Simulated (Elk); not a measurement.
# CdCo3B: which magnetic order is lowest

Wanted: the moments of CdCo3B and the energy of each order that was tried.

Method: PBE; all-electron APW+lo, Dirac cores, scalar-relativistic bands, in Elk 11.2.3 (patched build).

Most raw output is cut from this account.

### Step 1. The starting structure

It takes space group Pm-3m (No. 221, cubic). Conventional cell: a = 3.859 Å, b = 3.859 Å, c = 3.859 Å, α = 90.00°, β = 90.00°, γ = 90.00°. Nearest to Cd lie 12 Co at 2.73 Å. Nearest to Co lie 2 B at 1.93 Å and 4 Cd at 2.73 Å and 8 Co at 2.73 Å. B has 6 Co at 1.93 Å nearest. invented: ZnCo3C (Pm-3m) with Cd for Zn, B for C. Farther neighbours are not listed.

The cell is a made-up one and need not be a known phase.

### Step 2. Order 1, typed as ferro +++

The parallel start comes first: it fits the smallest cell, keeps the most symmetry and shows whether parallel moments form.

The last three numbers of an atom's line are a seed field in its sphere. It points against the wanted moment and shrinks by the factor reducebf each loop.

Input file elk.in:

```
tasks
  0

xctype
  20

rgkmax
  7.0

nempty
  12

swidth
  0.003

reducebf
  0.5

epsengy
  1e-05

maxscl
  100

lmaxi
  3

spinpol
  .true.

sppath
  './'

avec
  7.29161785598 0.00000000000 0.00000000000
  0.00000000000 7.29161785598 0.00000000000
  0.00000000000 0.00000000000 7.29161785598

atoms
  3
  'Cd.in'
  1
  0.0000000000 0.0000000000 0.0000000000   0.000000 0.000000 0.000000
  'Co.in'
  3
  0.0000000000 0.5000000000 0.5000000000   0.000000 0.000000 -0.060000
  0.5000000000 0.5000000000 0.0000000000   0.000000 0.000000 -0.060000
  0.5000000000 0.0000000000 0.5000000000   0.000000 0.000000 -0.060000
  'B.in'
  1
  0.5000000000 0.5000000000 0.5000000000   0.000000 0.000000 0.000000

ngridk
  6 6 6
```

Command:

```console
$ OMP_NUM_THREADS=4 elk
```

Run time: 3.5 min. Hardware: 4 threads of Arm Neoverse V1, shared host; peak memory 0.49 GiB.

Spin moment in the muffin-tin sphere by atom:

```csv
atom,spin moment in the muffin-tin sphere (μB)
Cd1,-0.043
Co2,0.775
Co3,0.775
Co4,0.775
B5,-0.057
```

Read from the output:

```yaml
density_of_states_at_the_fermi_level: 6.018 states/eV/cell
moment_between_the_spheres: -0.1218 μB
magnetization: 2.102 μB
final_state: ferromagnetic
```

After 28 cycles the largest moment stands at 0.775 μB.

### Step 3. Run 2 (ferri ++-)

An opposed order shows whether the pairs that it reverses prefer unlike signs.

elk.in: that of step 2 with these lines changed.

```diff
@@ -47,3 +47,3 @@
   0.5000000000 0.5000000000 0.0000000000   0.000000 0.000000 -0.060000
-  0.5000000000 0.0000000000 0.5000000000   0.000000 0.000000 -0.060000
+  0.5000000000 0.0000000000 0.5000000000   0.000000 0.000000 0.060000
   'B.in'
```

Command:

```console
$ OMP_NUM_THREADS=4 elk
```

It took 10 min on 4 threads; peak memory 0.51 GiB.

Spin moment in the muffin-tin sphere by atom:

```csv
atom,spin moment in the muffin-tin sphere (μB)
Cd1,-0.043
Co2,0.774
Co3,0.774
Co4,0.775
B5,-0.057
```

This step gave:

- density of states at the Fermi level: 6.018 states/eV/cell
- moment between the spheres: -0.1218 μB
- magnetization: 2.102 μB
- final state: ferromagnetic

On 1 Co atom the moment turned against its typed sign.

It lies level with the first start, and its largest moment is 0.775 μB against 0.775 μB.

### Step 4. Start 3: no spin polarisation

A run without seeds gives the energy of the state without moments.

Input file elk.in:

```
tasks
  0

xctype
  20

rgkmax
  7.0

nempty
  12

swidth
  0.003

epsengy
  1e-05

maxscl
  100

lmaxi
  3

sppath
  './'

avec
  7.29161785598 0.00000000000 0.00000000000
  0.00000000000 7.29161785598 0.00000000000
  0.00000000000 0.00000000000 7.29161785598

atoms
  3
  'Cd.in'
  1
  0.0000000000 0.0000000000 0.0000000000   0.000000 0.000000 0.000000
  'Co.in'
  3
  0.0000000000 0.5000000000 0.5000000000   0.000000 0.000000 0.000000
  0.5000000000 0.5000000000 0.0000000000   0.000000 0.000000 0.000000
  0.5000000000 0.0000000000 0.5000000000   0.000000 0.000000 0.000000
  'B.in'
  1
  0.5000000000 0.5000000000 0.5000000000   0.000000 0.000000 0.000000

ngridk
  6 6 6
```

Command:

```console
$ OMP_NUM_THREADS=4 elk
```

Run time: 18 s. Hardware: 4 threads; peak memory 0.17 GiB.

Read from the output:

```
density of states at the Fermi level : 8.427 states/eV/cell
final state                          : non-magnetic (no spin polarisation)
```

It lies 43.0 meV a seeded atom over the first start.

### Step 5. An attempt with other settings

An input with a fault is tried, to see how the program answers.

elk.in: that of step 2 with these lines changed.

```diff
@@ -10,3 +10,3 @@
 nempty
-  12
+  0
 
@@ -22,3 +22,3 @@
 maxscl
-  100
+  50
```

Command:

```console
$ OMP_NUM_THREADS=4 elk
```

The job ended after 0.01 s (4 threads; peak memory 0.05 GiB).

The input was rejected at the start.

The fault put into the input: no empty states.

Spin-polarised states are built from the spinless ones, so without empty states the majority spin has nowhere to go; ten or more an atom are usual.

### Step 6. Energies of the orders

These are free energies at a smearing of 0.0816 eV, so its entropy term is in the differences. They are divided by the number of seeded atoms, so that cells of unlike size compare.

Orders:

```csv
start,final state,typed order kept,energy over the lowest (meV a seeded atom),largest sphere moment (μB),net moment (μB a primitive cell),DOS at the Fermi level (states/eV a primitive cell),mesh matched,CPU time (s)
ferro +++,ferromagnetic,yes,0.01685,0.7746,2.102,6.018,yes,817.4
ferri ++-,ferromagnetic,no,0,0.7752,2.102,6.018,yes,2366
no spin polarisation,non-magnetic,-,43.01,0,0,8.427,yes,65.41
```

### Step 7. Outcome

| Property | Result |
| --- | --- |
| lowest state found | ferromagnetic (typed ferro +++) |
| largest site moment | 0.775 μB |
| next state | non-magnetic, 43.0 meV a seeded atom higher |
| energy gained by spin polarisation | 43.0 meV a seeded atom |

In words: The lowest state found is ferromagnetic, reached from the start ferro +++, with moments up to 0.775 μB. All starts that keep moments end in one and the same state, so no two orders were compared. 1 start left the typed pattern (a sign turned or a seeded moment died), so such an energy belongs to the state reached, not the one typed. Only 3 starts are shown; other collinear patterns, canted and longer-period orders are not.

[Logs and program files are shortened in this print: banners, set-up blocks, solver, clock and traceback lines can be left out without a mark of their own.]

[Logs are printed without paths, hosts, clocks, repeated set-up lines and the standing remarks that a program may print on its own settings, such as how far it seeks lower states.]

[Hosts, paths, dates, database ids (printed as entryN), source tags and the programs' standing remarks are cut or masked in the printed files.]

[Where a cell is said to come from a database of computed structures, the database is the Materials Project.]
